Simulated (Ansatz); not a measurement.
# What PtC (model cell, started as rocksalt type) distorts into

Which phase does PtC (model cell, started as rocksalt type) fall into along its unstable mode, and how much energy does it gain?

Program: Ansatz 0.2.0. Level of theory: DFT PBEsol, scalar-relativistic, plane waves, PAW. Results are calculated unless marked as measured.

The structure was built from a prototype and need not be the compound's stable phase.

### Step 1. Set-up

The structure is cubic, space group Fm-3m (No. 225). Conventional cell: a = 4.417 Å, b = 4.417 Å, c = 4.417 Å, α = 90.00°, β = 90.00°, γ = 90.00°. Nearest to Pt lie 6 C at 2.21 Å. C has 6 Pt at 2.21 Å nearest. Farther neighbours are not listed.

### Step 2. Phonons on a q mesh

The cell comes from relaxations at this level that are not shown. Stability and thermal properties need the whole zone. Linear response on a 4×4×4 q mesh gives force constants as far as a supercell of that size would.

Input file input.yaml:

```yaml
crystal:
  lattice:
    - [0.0, 2.2083183167, 2.2083183167]
    - [2.2083183167, 0.0, 2.2083183167]
    - [2.2083183167, 2.2083183167, 0.0]
  atoms:
    - { symbol: Pt, position: [0.0, 0.0, 0.0] }
    - { symbol: C, position: [0.5, 0.5, 0.5] }
kpoints:
  mp_grid: { grid: [16, 16, 16] }
hamiltonian:
  xc: pbesol
scf:
  occupations: { method: methfessel_paxton, width: 0.2 }
output:
  eigenvalues: true
phonons:
  method: dfpt
  qmesh: [4, 4, 4]
  temperatures: { t_max: 1000, t_step: 50 }
  qpath:
    path:
      - [[0.0, 0.0, 0.0], [0.5, 0.0, 0.5], [0.625, 0.25, 0.625]]
      - [[0.375, 0.375, 0.75], [0.0, 0.0, 0.0], [0.5, 0.5, 0.5], [0.5, 0.25, 0.75], [0.5, 0.0, 0.5]]
    npoints: 10
```

On the command line:

```sh
ansatz run input.yaml --threads 4 --pin off --max-ram 7168MiB --backend cpu --events-out ev --progress --plain --runs-dir out
```

Numbers of over 12 decimals in the logs are rounded to 6 here.

The program printed:

```text
Engine: ansatz 0.2.0, aarch64-unknown-linux-gnu
Pseudopotentials: kind: paw
Pseudopotential: Pt, paw, valence charge 18, recommended cutoff 420 eV (normal), Pt.paw.azcp
Pseudopotential: C, paw, valence charge 4, recommended cutoff 420 eV (normal), C.paw.azcp
Functional definition: PBEsol
  exchange = pbesol_x
  correlation = pbesol_c
Crystal: 2 atoms, lattice volume = 21.538 Å³
Basis set: ecut = 420 eV, 411 PW (Γ), exchange–correlation on 48×48×48 points (8 copies of the dense FFT grid, shifted against one another)
Bands: 15, of which v1, the nominal top of the filled ones, is band 11 counted from 1 (10 counted from 0)
Symmetry: 48 space group operations
k-points: 145 of 4096
Non-local potential: Pt, projectors of the file, l = 0: 3, l = 1: 2, l = 2: 2, l = 3: 1
Non-local potential: C, projectors of the file, l = 0: 2, l = 1: 2, l = 2: 1
PAW form: soft (Blöchl's): semilocal exchange-correlation on the pseudo side does not see the compensation charge
PAW frozen core: Pt, regenerated for the run's functional, and the local potential with it (the file was generated under x = pbe(κ = 0.804, μ = 0.219515), c = pbe(β = 0.066725))
PAW frozen core: C, regenerated for the run's functional, and the local potential with it (the file was generated under x = pbe(κ = 0.804, μ = 0.219515), c = pbe(β = 0.066725))
PAW one-centre angular grid: Pt, 590 points (default); XC on 64 Gauss nodes
PAW one-centre angular grid: C, 110 points (default); XC on 64 Gauss nodes
Initial density: superposition of atomic densities (neutral atoms: chi_scale 0, normalization atom), corrected by the library's trained network
Initial wavefunctions: pseudopotential atomic-orbital guess
Functional: x = pbesol(κ = 0.804, μ = 0.123457), c = pbesol(β = 0.046)
SCF iter   1: F=—  HF=-12627.701187 eV  |F-HF|=—  |Δ(HF+E_count)|=         —  Δρ=6.15e-3  dr2=5.46e-3  ethr=1.77e-3  ⟨swp⟩=4.1  Hψ=9697  notcnv=0
preconditioner: auto → none  [metal: Δε(μ)=0.054 eV  Ē_g=11.429 eV  σ=0.200 eV  W_gap=0.23  n_scr=8 (ndim 8)  ℏωp=29.9 eV  f_vac=0.000  D(μ)=0.79/eV (n_scr^D=8)  sad-step TF]
SCF iter   2: F=—  HF=-12627.700996 eV  |F-HF|=—  |Δ(HF+E_count)|=   1.91e-4  S|Δr|=    0.00e0  Δρ=3.58e-3  dr2=2.09e-3  ethr=2.48e-5  ⟨swp⟩=2.3  Hψ=4111  notcnv=0
SCF iter   3: F=—  HF=-12627.700333 eV  |F-HF|=—  |Δ(HF+E_count)|=   6.63e-4  S|Δr|=    0.00e0  Δρ=4.14e-4  dr2=2.58e-5  ethr=9.51e-6  ⟨swp⟩=2.0  Hψ=3103  notcnv=0
SCF iter   4: F=—  HF=-12627.700324 eV  |F-HF|=—  |Δ(HF+E_count)|=   9.06e-6  S|Δr|=    0.00e0  Δρ=7.75e-5  dr2=6.42e-7  ethr=1.17e-7  ⟨swp⟩=2.1  Hψ=3147  notcnv=0
SCF iter   5: F=—  HF=-12627.700322 eV  |F-HF|=—  |Δ(HF+E_count)|=   2.36e-6  S|Δr|=    0.00e0  Δρ=9.34e-6  dr2=1.13e-8  ethr=2.92e-9  ⟨swp⟩=2.2  Hψ=3743  notcnv=0
SCF iter   6: F=—  HF=-12627.700322 eV  |F-HF|=—  |Δ(HF+E_count)|=   2.90e-9  S|Δr|=    0.00e0  Δρ=1.06e-6  dr2=1.04e-10  ethr=5.15e-11  ⟨swp⟩=2.8  Hψ=3746  notcnv=0
SCF iter   7: F=-12627.700322 eV  HF=-12627.700322 eV  |F-HF|=1.82e-12  |Δ(HF+E_count)|=  1.27e-11  S|Δr|=    0.00e0  Δρ=6.93e-8  dr2=5.06e-13  ethr=1.00e-12  ⟨swp⟩=5.4  Hψ=8774  notcnv=0
SCF 1 converged in 7 iterations: F = -12627.700322 eV  dr2 = 5.06e-13
  greatest PAW one-centre occupation: 1.000 electrons in one spin orbital (limit 2), on the Pt atom at site 0 (counted from 0), in its partial waves of l = 0
Initial density: read from a saved state, or passed on in memory by an earlier SCF of this step, an earlier step, the calling program or the single point that the run made first
iter 1 solved again at ethr=1.78e-8 eV; its pass at ethr=3.10e-3 eV (dr2=3.91e-6 eV) is discarded
SCF iter   1: F=—  HF=-12627.700324 eV  |F-HF|=—  |Δ(HF+E_count)|=         —  Δρ=2.84e-7  dr2=8.86e-12  ethr=1.78e-8  ⟨swp⟩=3.1  Hψ=16100  notcnv=0
eigensolver tolerance schedule: the retry pair's looser diagonalisation over-reported the residual by 440943.76 of it (diagonalisation noise at an unbounded share of the residual, at the tolerance the schedule requests for it); recorded, not acted on — ethr = c·dr2/N_el stays at c = 1.0e-1
preconditioner: auto → none  [metal: Δε(μ)=0.054 eV  Ē_g=11.425 eV  σ=0.200 eV  W_gap=0.22  n_scr=8 (ndim 8)  ℏωp=29.9 eV  f_vac=0.000  D(μ)=0.80/eV (n_scr^D=8)]
SCF iter   2: F=—  HF=-12627.700322 eV  |F-HF|=—  |Δ(HF+E_count)|=   2.66e-6  S|Δr|=    0.00e0  Δρ=1.51e-7  dr2=1.88e-12  ethr=1.00e-12  ⟨swp⟩=6.3  Hψ=9406  notcnv=0
SCF iter   3: F=-12627.700322 eV  HF=-12627.700322 eV  |F-HF|=0.00e0  |Δ(HF+E_count)|=  1.82e-12  S|Δr|=    0.00e0  Δρ=8.99e-8  dr2=6.39e-13  ethr=1.00e-12  ⟨swp⟩=1.0  Hψ=4934  notcnv=0
SCF 2 converged in 3 iterations: F = -12627.700322 eV  dr2 = 6.39e-13
phonons: the bands overlap, so this run is a metal and interpolates without the dipole-dipole term. If the crystal is really an insulator or semiconductor, its LO-TO splitting is missing
NSCF: frozen V_eff on 145 k-points
NSCF: frozen V_eff on 349 k-points
DFPT response loops at q = (0, 0, 0) (fractional): preconditioner auto → Kerker (q_TF=auto, 2.738 Å⁻¹) (partly filled bands, converged f_vac=0.000); β = 1.00, the filter's whole step (`scf.mixing.beta` (0.50) is not read by the response loops under this deck's `scf.mixing.preconditioner`; to damp them name `kerker` or `kerker_dos`, under which they read `scf.mixing.beta`, and type it under 1.00, their step now; both keys bind the ground state too); Broyden in place of MSR1
NSCF: frozen V_eff on 4352 k-points
DFPT response loops at q = (0, 0, 0.25) (fractional): mixed as the last ones told, above
NSCF: frozen V_eff on 2196 k-points
DFPT response loops at q = (0, 0, -0.5) (fractional): mixed as the last ones told, above
NSCF: frozen V_eff on 2320 k-points
DFPT response loops at q = (0, 0.25, 0.25) (fractional): mixed as the last ones told, above
NSCF: frozen V_eff on 8192 k-points
DFPT response loops at q = (0, 0.25, -0.5) (fractional): mixed as the last ones told, above
NSCF: frozen V_eff on 4352 k-points
DFPT response loops at q = (0, 0.25, -0.25) (fractional): mixed as the last ones told, above
NSCF: frozen V_eff on 1242 k-points
DFPT response loops at q = (0, -0.5, -0.5) (fractional): mixed as the last ones told, above
NSCF: frozen V_eff on 2320 k-points
DFPT response loops at q = (0.25, -0.5, -0.25) (fractional): mixed as the last ones told, above
SCF converged after 7 iterations
Stability not checked: this state was not tested for a lower state beside it, because cold or Methfessel-Paxton smearing, or corrected tetrahedra, fill the levels in a way that the test cannot read (fill_not_monotonic; see scf.lower_state_search)
Free energy (F): -12627.700322 eV
Harris-Foulkes:  -12627.700322 eV  (|F-HF|=1.82e-12)
Internal energy: -12627.702659 eV  (E = F + TS)
E sigma→0 (E₀):  -12627.700906 eV
Entropy (-TS):   0.002337 eV (1.168 meV/atom)
Fermi energy:    20.211744 eV
--- Per-component energies (eV) ---
  E_band       = -149.520597
  E_kinetic    = 723.682146
  E_local      = -1687.117282  (includes V_loc(G=0)·N_el)
  E_nonlocal   = 229.738965
  E_hartree    = 621.087471
  E_xc         = -307.337820
  E_vxc        = -360.857173  (∫ρ·V_xc dr)
  E_paw        = -9411.077919  (= ΣΔE_a)
  E_vpaw       = -297.142422  (= ΣTr[D̂ρ^β])
  E_aug_tail   = 0.000252  (compensation charges beyond the density's cutoff)
  E_ewald      = -2796.986553
  E_core_change = 0.308082  (= ΣΔE_core)
  E_smearing   = 0.002337  (= −TS)
  E_closure    = -0.000000  (closes the sum)
  Σ components = -12627.700322   (vs F -12627.700322, Δ=0.00e0)
--- Band table (eV; the first three rows and the last of 145) ---
  k-point 0: bands = [... 7 lower, 15.7870, 16.5033, 16.5033, 19.9577, 19.9577, 19.9577, 26.5215, 32.2341]
  k-point 1: bands = [... 7 lower, 15.7935, 16.3125, 16.3125, 19.8397, 20.2874, 20.2874, 26.7458, 32.3428]
  k-point 2: bands = [... 7 lower, 15.5280, 16.2103, 16.2103, 19.5747, 21.0797, 21.0797, 27.3157, 32.5414]
  k-point 144: bands = [... 7 lower, 13.9877, 18.5327, 19.0499, 19.0499, 20.3722, 21.0129, 29.5238, 32.2750]
--- Phonons (Γ-DFPT): 2 representative perturbations + reference (Σ response iterations 7) ---
  ASR residual: 2.867e-5 → 0.000e0 eV/Å²; symmetrization residual: 1.847e-6 eV/Å²
  ASR residual per site (eV/Å²): 1.57e-5 2.87e-5
  Γ frequencies (cm⁻¹): -543.74 -543.74 -543.74 0.00 0.00 0.00
--- Phonons (arbitrary-q DFPT): 8 irreducible q on the 4×4×4 mesh ---
  q = [0.0000, 0.0000, 0.0000] (star 1, of the zone-centre solve; hermiticity 3.00e-7, symmetrization 2.50e-12): -543.74 -543.74 -543.74 -0.00 0.00 0.00
  q = [0.0000, 0.0000, 0.2500] (star 8, 2 solved perturbations on 2176 of 4096 k-point pairs; hermiticity 1.49e-6, symmetrization 1.00e-12): -141.87 39.61 39.61 186.18 264.44 264.44
  q = [0.0000, 0.0000, -0.5000] (star 4, 2 solved perturbations on 1098 of 4096 k-point pairs; hermiticity 2.60e-14, symmetrization 6.94e-13): 100.09 100.09 122.78 430.15 430.15 473.07
  q = [0.0000, 0.2500, 0.2500] (star 6, 4 solved perturbations in 3616 linear systems a pass and spin channel, the states on 1160 of 4096 k-point pairs; hermiticity 2.83e-7, symmetrization 1.29e-13): -511.96 -511.96 31.24 31.24 94.09 407.58
  q = [0.0000, 0.2500, -0.5000] (star 24, 4 solved perturbations in 12544 linear systems a pass and spin channel, the states on 4096 of 4096 k-point pairs; hermiticity 4.67e-7, symmetrization 7.91e-14): 56.08 77.06 87.04 240.78 323.60 331.27
  q = [0.0000, 0.2500, -0.2500] (star 12, 4 solved perturbations in 6672 linear systems a pass and spin channel, the states on 2176 of 4096 k-point pairs; hermiticity 4.13e-7, symmetrization 2.15e-13): -413.91 65.99 84.56 93.55 408.77 440.79
  q = [0.0000, -0.5000, -0.5000] (star 3, 4 solved perturbations in 1940 linear systems a pass and spin channel, the states on 621 of 4096 k-point pairs; hermiticity 4.31e-7, symmetrization 2.36e-13): -478.69 -478.69 -409.76 -52.62 -52.62 194.56
  q = [0.2500, -0.5000, -0.2500] (star 6, 4 solved perturbations in 3498 linear systems a pass and spin channel, the states on 1160 of 4096 k-point pairs; hermiticity 7.03e-7, symmetrization 1.43e-13): -427.03 -427.03 42.87 79.27 79.27 416.72
  sum rule: each row above includes the acoustic sum rule's correction from the zone centre's row sums; it moved no ω² by more than (0.81 cm⁻¹)²
  mesh force constants: q→R imaginary residual 1.13e-17; ASR residual 2.867e-5 → 0.000e0 eV/Å²; symmetrization residual 5.329e-15 eV/Å²
  interpolated dispersion: 62 rows × 6 modes
  density of states and harmonic sums: on the 24×24×24 q-mesh, interpolated from the force constants of a 4×4×4 supercell (no non-analytic term)
  largest difference from the sums on the solved wave vectors: F 8.39e-2 eV, S 1.34e-4 and C_V 5.01e-5 eV/K
  zero-point energy: 0.053147 eV/cell   skipped modes (ω ≤ 0): 708, of them read as no rigid motion or as one in doubt: 705 (1.598e0 modes/cell left out, lowest -543.74 cm⁻¹)   left out of the sums: 2.66e-1 of the cell's modes: C_V's classical limit lies that fraction below 3 k_B per atom; for a crystal, a wire or a layer, F and S can be off by more, and a phonons.interpolated_qmesh denser along its periods is the remedy for the sampling
```

Wall time 4.1 min (4 threads of Arm Neoverse V2, shared host); peak memory 3.2 GiB; 16 min of CPU time.

Numbers from this step:

| Item | Value |
| --- | --- |
| volume per atom | 10.77 Å³ |
| gap on the k-mesh | 0 eV |
| sum-rule residual before enforcement | 2.87e-5 eV/Å² |
| lowest frequency on the path | -543.7 cm⁻¹ |
| point group | m-3m |
| highest frequency on the path or at a solved wavevector | 497.6 cm⁻¹ |
| highest optical mode at the zone centre (no LO-TO term) | -543.7 cm⁻¹ |
| lowest optical zone-centre mode | -543.7 cm⁻¹ |
| lowest mode on the q mesh (acoustic modes at Γ apart) | -543.7 cm⁻¹ |

Frequencies (cm⁻¹) solved at each irreducible wavevector; negative means imaginary. Frequencies by wavevector, by row:

```tsv
q in reciprocal lattice units	star	mode 1	mode 2	mode 3	mode 4	mode 5	mode 6
0 0 0	1	-543.7	-543.7	-543.7	0	0	0
0 0 0.25	8	-141.9	39.6	39.6	186.2	264.4	264.4
0 0 -0.5	4	100.1	100.1	122.8	430.1	430.1	473.1
0 0.25 0.25	6	-512	-512	31.2	31.2	94.1	407.6
0 0.25 -0.5	24	56.1	77.1	87	240.8	323.6	331.3
0 0.25 -0.25	12	-413.9	66	84.6	93.5	408.8	440.8
0 -0.5 -0.5	3	-478.7	-478.7	-409.8	-52.6	-52.6	194.6
0.25 -0.5 -0.25	6	-427	-427	42.9	79.3	79.3	416.7
```

Interpolated from a 4×4×4 q mesh. Phonon branches along the path, in cm⁻¹:

```tsv
point	branch 1	branch 2	branch 3	branch 4	branch 5	branch 6
Γ	-544	-544	-544	0	0	0
halfway	-512	-512	31	31	94	408
X	-479	-479	-410	-53	-53	195
halfway	-383	-374	-350	-8	14	176
U	-325	-90	-77	121	193	287
jump to K	-325	-90	-77	121	193	287
halfway	-424	65	68	85	365	368
Γ	-544	-544	-544	0	0	0
halfway	-142	40	40	186	264	264
L	100	100	123	430	430	473
halfway	70	83	101	268	280	498
W	-427	-427	43	79	79	417
halfway	-422	-376	-118	34	130	153
X	-479	-479	-410	-53	-53	195
```

The phonon branches as a text plot (rows in cm⁻¹):

```
    476 |                                       *********
    433 |                   ****              *******    **
    389 |      **          *   **             *     *      *
    346 |    **  *         *    *            *       *      *
    302 |                 *      *           *
    259 |         **             *          *         *      *
    216 |           **   *
    172 |   *         *** *                 *          *      ***
    129 |                **       **       *  ********  *   **
     85 |  * ****       *  **********    *** ***************
     42 | ********      *  **  * *  **  *** *            ******
     -1 |*             *              **                      *
    -45 |         *****    *     *                          ** **
    -88 |   *             *                            *
   -132 |        *       *                  *
   -175 |                         **       *
   -218 |               *
   -262 |         **              **                    *     *
   -305 |               * *                *
   -348 |  *        *  *** *              *
   -392 |            ***    ***     *     *              *  *****
   -435 |         **           ***  *                     ******
   -479 | *     **  ***           ***    *                     **
   -522 |*******                     ****
         Γ           X  U|K            Γ         L        W     X
```

Symmetry leaves 8 wavevectors to solve. The lowest mode among them, the acoustic zeros apart, lies at Γ and is imaginary, 543.7i cm⁻¹, so the energy falls along it.

### Step 3. The mode frozen in, largest atomic shift 0 Å

The mode followed lies at q = (0, 0.25, 0.25) with frequency 512.0i cm⁻¹ and is 2-fold degenerate, one of the unstable modes though not the softest. At small amplitude the distorted cell has space group no. 92 by a symmetry search on the positions. The undistorted cell that holds it gives the zero of energy on the same k mesh.

System of this step: PtC (model cell, started as rocksalt type). The structure is cubic, space group Fm-3m (No. 225). The conventional cell has a = 4.417 Å, b = 4.417 Å, c = 4.417 Å, α = 90.00°, β = 90.00°, γ = 90.00°. Nearest to Pt lie 6 C at 2.21 Å. C has 6 Pt at 2.21 Å nearest. Farther neighbours are not listed.

Input file input.yaml:

```yaml
crystal:
  lattice:
    - [0.0, -2.2083183167, -2.2083183167]
    - [0.0, 2.2083183167, -2.2083183167]
    - [8.833273267, 0.0, 0.0]
  atoms:
    - { symbol: Pt, position: [0.5, 0.5, 0.75] }
    - { symbol: Pt, position: [0.5, 0.5, 0.25] }
    - { symbol: Pt, position: [0.0, 0.0, 0.5] }
    - { symbol: Pt, position: [0.0, 0.0, 0.0] }
    - { symbol: C, position: [0.5, 0.5, 0.0] }
    - { symbol: C, position: [0.5, 0.5, 0.5] }
    - { symbol: C, position: [0.0, 0.0, 0.75] }
    - { symbol: C, position: [0.0, 0.0, 0.25] }
kpoints:
  mp_grid: { grid: [12, 12, 4] }
hamiltonian:
  xc: pbesol
scf:
  occupations: { method: methfessel_paxton, width: 0.2 }
output:
  forces: true
  stress: true
  eigenvalues: true
```

The program printed:

```text
[...]
Crystal: 8 atoms, lattice volume = 86.154 Å³
Basis set: ecut = 420 eV, 1717 PW (Γ), exchange–correlation on 48×48×120 points (8 copies of the dense FFT grid, shifted against one another)
Bands: 53, of which v1, the nominal top of the filled ones, is band 44 counted from 1 (43 counted from 0)
Symmetry: 64 space group operations
[...]
k-points: 84 of 576
[...]
k-point 0: bands = [... 40 lower, 18.5243, 18.5243, 19.9611, 19.9637, 19.9637, 20.5702, 20.5702, 20.5702, ... 5 higher]
  k-point 1: bands = [... 40 lower, 19.1179, 19.1179, 20.0610, 20.0610, 20.3324, 20.3324, 20.4317, 20.5212, ... 5 higher]
  k-point 2: bands = [... 40 lower, 19.8133, 19.8133, 19.8133, 19.8133, 20.2948, 20.2948, 20.2948, 20.2948, ... 5 higher]
  k-point 83: bands = [... 40 lower, 18.8569, 18.8569, 18.8569, 18.8569, 19.7378, 19.7378, 19.7378, 19.7378, ... 5 higher]
[key lines of the parts left out:]
SCF converged after 6 iterations
Free energy (F): -50510.782621 eV
Fermi energy:    20.276188 eV
P = ⅓ Tr σ = -0.1671 GPa (-1.671 kbar)
```

Elapsed: 3.3 s, on 4 threads; peak memory 0.56 GiB.

Numbers from this step:

```
pressure                         : -0.1671 GPa
energy from the undistorted cell : 0 meV/atom
```

The run ends at a pressure of -0.17 GPa.

### Step 4. The mode frozen in, largest atomic shift 0.22 Å

The atoms are moved along the unstable eigenvector, the largest shift by 0.22 Å, with the cell fixed.

input.yaml, the sections that differ from step 3:

```yaml
crystal:
  lattice:
    - [0.0, -2.2083183167, -2.2083183167]
    - [0.0, 2.2083183167, -2.2083183167]
    - [8.833273267, 0.0, 0.0]
  atoms:
    - { symbol: Pt, position: [0.5026440037, 0.5026440037, 0.75] }
    - { symbol: Pt, position: [0.4973559963, 0.4973559963, 0.25] }
    - { symbol: Pt, position: [0.0026440037, -0.0026440037, 0.5] }
    - { symbol: Pt, position: [-0.0026440037, 0.0026440037, 0.0] }
    - { symbol: C, position: [0.5498116595, 0.4501883405, 0.0] }
    - { symbol: C, position: [0.4501883405, 0.5498116595, 0.5] }
    - { symbol: C, position: [-0.0498116595, -0.0498116595, 0.75] }
    - { symbol: C, position: [0.0498116595, 0.0498116595, 0.25] }
# kpoints, hamiltonian, scf, output: as in step 3
```

The program printed:

```text
[...]
Crystal: 8 atoms, lattice volume = 86.154 Å³
Basis set: ecut = 420 eV, 1717 PW (Γ), exchange–correlation on 48×48×120 points (8 copies of the dense FFT grid, shifted against one another)
Bands: 53, of which v1, the nominal top of the filled ones, is band 44 counted from 1 (43 counted from 0)
Symmetry: 8 space group operations
[...]
k-points: 84 of 576 (time reversal used)
[...]
k-point 0: bands = [... 40 lower, 19.0433, 19.0433, 20.2259, 20.7049, 20.7049, 20.7546, 20.9953, 21.0581, ... 5 higher]
  k-point 1: bands = [... 40 lower, 19.5605, 19.5617, 20.4273, 20.7000, 20.7628, 20.7722, 20.9299, 21.0033, ... 5 higher]
  k-point 2: bands = [... 40 lower, 20.2099, 20.2099, 20.2264, 20.2264, 20.8649, 20.8649, 20.9231, 20.9231, ... 5 higher]
  k-point 83: bands = [... 40 lower, 18.7243, 18.7243, 18.7243, 18.7243, 20.0901, 20.0901, 20.0901, 20.0901, ... 5 higher]
[key lines of the parts left out:]
SCF converged after 6 iterations
Free energy (F): -50511.169833 eV
Fermi energy:    20.452828 eV
P = ⅓ Tr σ = 5.5405 GPa (55.405 kbar)
```

Elapsed: 5.7 s, on 4 threads; peak memory 0.54 GiB; 22 s of CPU time.

This step gave:

| Property | Result |
| --- | --- |
| pressure | 5.541 GPa |
| energy from the undistorted cell | -48.47 meV/atom |

The energy, extrapolated to zero smearing, is -48.47 meV/atom against the undistorted cell.

The run ends at a pressure of 5.54 GPa, with forces up to 0.38 eV/Å.

(Part 1 of 3 ends here.)

[Logs are printed without paths, hosts, clocks, repeated set-up lines and the standing remarks that a program may print on its own settings, such as how far it seeks lower states.]

[Hosts, paths, dates, database ids (printed as entryN), source tags and the programs' standing remarks are cut or masked in the printed files.]
